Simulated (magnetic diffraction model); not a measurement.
## Which magnetic order? VCo2As2O9

Space group I4cm (no. 108), a = 8.8680 Å, c = 9.1500 Å.

```
site  atom       x       y       z
  8c    As  0.1963  0.6963  0.1207
  8c    Co  0.1203  0.3797  0.2603
  4a     V       0       0  0.6007
  8c     O  0.0996  0.5996  0.2260
  4a     O       0       0  0.9256
  8c     O  0.1593  0.3407  0.4674
 16d     O  0.8624  0.1769  0.6612
```

This is a made-up structure (elements placed in a structure type, unrelaxed), so the numbers test the method and describe no known phase.

Only Co and V are taken to order (form factors of Co2+ and V4+); orders and moment sizes are assumed, and not adapted to the symmetry. Radiation: neutrons of λ = 2.0775 Å, 3° to 50°; isotropic B of 0.14 Å² (As), 0.1 Å² (Co), 0.12 Å² (V) and 0.2 Å² (O). The intensities are simulated: I ∝ L Σ (|F_N|² + |F_M⊥|²) for unpolarised neutrons, with F_M = 2.695 fm/μB × Σ f(s) S exp(2πi Q·r) exp(−B s²) at Q = H ± k (one set where k and −k are equivalent), only the part normal to Q counting and L = 1/(sin²θ cos θ). For collinear order S is the moment m, which repeats by lattice and centring translations R with the sign exp(−2πi k·R). Form factors are spin-only for 3d ions and dipole or tabulated for f ions, scattering lengths are Sears's of 1992, and absorption is left out. A label names one of the reflections at its angle. The strongest nuclear line in the range is 100, and lines under 0.2 are left out.

Above the ordering temperature:

```
2θ (°)    index      I
 19.07  (1 1 0)    3.2
 26.25  (0 0 2)   83.0
 27.10  (2 0 0)   38.5
 32.65  (1 1 2)   13.1
 33.17  (2 1 1)  100.0
 38.08  (2 0 2)   78.6
 38.70  (2 2 0)   32.7
 43.48  (3 1 0)   11.3
 47.36  (2 2 2)    4.2
```

Below it (cell unchanged):

```tsv
2θ (°)	I
9.50	13.8
16.16	5.5
19.07	3.2
21.35	15.5
25.09	14.2
26.25	83.0
27.10	38.5
27.97	0.3
28.77	1.6
31.71	1.5
32.65	13.1
33.17	100.0
34.08	4.1
34.75	5.3
37.26	9.6
38.08	78.6
38.70	32.7
39.34	0.8
39.94	1.1
42.19	3.0
43.48	11.3
44.07	3.6
45.62	1.5
47.36	4.2
48.42	0.9
48.93	1.0
49.87	0.5
```

**Question.** Check that the new lines index with k = (1/2 1/2 1), then choose among these models:
A. collinear moments along [001], 2.43 μB on Co and 0.79 μB on V; signs + at (0.1203, 0.3797, 0.2603), + at (0.3797, 0.8797, 0.2603), + at (0.8797, 0.6203, 0.2603), + at (0.6203, 0.1203, 0.2603), + at (0, 0, 0.6007), − at (0, 0, 0.1007)
B. collinear moments along [010], 2.43 μB on Co and 0.79 μB on V; signs + at (0.1203, 0.3797, 0.2603), + at (0.3797, 0.8797, 0.2603), + at (0.8797, 0.6203, 0.2603), + at (0.6203, 0.1203, 0.2603), + at (0, 0, 0.6007), − at (0, 0, 0.1007)
C. collinear moments along [010], 2.43 μB on Co and 0.79 μB on V; signs + at (0.1203, 0.3797, 0.2603), − at (0.3797, 0.8797, 0.2603), + at (0.8797, 0.6203, 0.2603), + at (0.6203, 0.1203, 0.2603), − at (0, 0, 0.6007), − at (0, 0, 0.1007)
D. collinear moments along [001], 2.43 μB on Co and 0.79 μB on V; signs + at (0.1203, 0.3797, 0.2603), − at (0.3797, 0.8797, 0.2603), + at (0.8797, 0.6203, 0.2603), + at (0.6203, 0.1203, 0.2603), − at (0, 0, 0.6007), − at (0, 0, 0.1007)

The new lines index as (1/2 -1/2 0) at 9.50°, (1/2 1/2 1) at 16.16°, (3/2 1/2 0) at 21.35° and (3/2 -1/2 1) at 25.09°, that is as H ± k with k = (1/2 1/2 1), one of 2 inequivalent arms of its star (k and −k counted as one), which a powder can't tell apart. Half indices mean that the moments reverse under translations with k·R a half-integer, and the magnetic cell has twice the primitive volume.

Magnetic intensity, observed (below minus above) and for each model:

| 2θ (°) | index | observed | A | B | C | D |
| --- | --- | --- | --- | --- | --- | --- |
| 9.50 | (1/2 -1/2 0) | 13.8 | 13.8 | 6.9 | 16.5 | 33.1 |
| 16.16 | (1/2 1/2 1) | 5.5 | 5.5 | 13.0 | 8.5 | 3.6 |
| 21.35 | (3/2 1/2 0) | 15.5 | 15.5 | 2.0 | 5.4 | 10.8 |
| 27.97 | (1/2 -1/2 2) | 0.3 | 0.3 | 2.5 | 9.4 | 1.2 |
| 34.08 | (3/2 1/2 2) | 4.1 | 4.1 | 6.8 | 2.2 | 1.1 |
| 34.75 | (5/2 -1/2 0) | 5.3 | 5.3 | 0.3 | 0.3 | 0.7 |
| 37.26 | (5/2 1/2 1) | 9.6 | 9.6 | 10.4 | 4.5 | 6.9 |
| 45.62 | (3/2 -1/2 3) | 1.5 | 1.5 | 6.3 | 4.4 | 1.1 |

Model A matches.

The structure used: k = (1/2 1/2 1), collinear moments along [001], 2.43 μB on Co and 0.79 μB on V; signs + at (0.1203, 0.3797, 0.2603), + at (0.3797, 0.8797, 0.2603), + at (0.8797, 0.6203, 0.2603), + at (0.6203, 0.1203, 0.2603), + at (0, 0, 0.6007), − at (0, 0, 0.1007).

[Logs are printed without paths, hosts, clocks, repeated set-up lines and the standing remarks that a program may print on its own settings, such as how far it seeks lower states.]
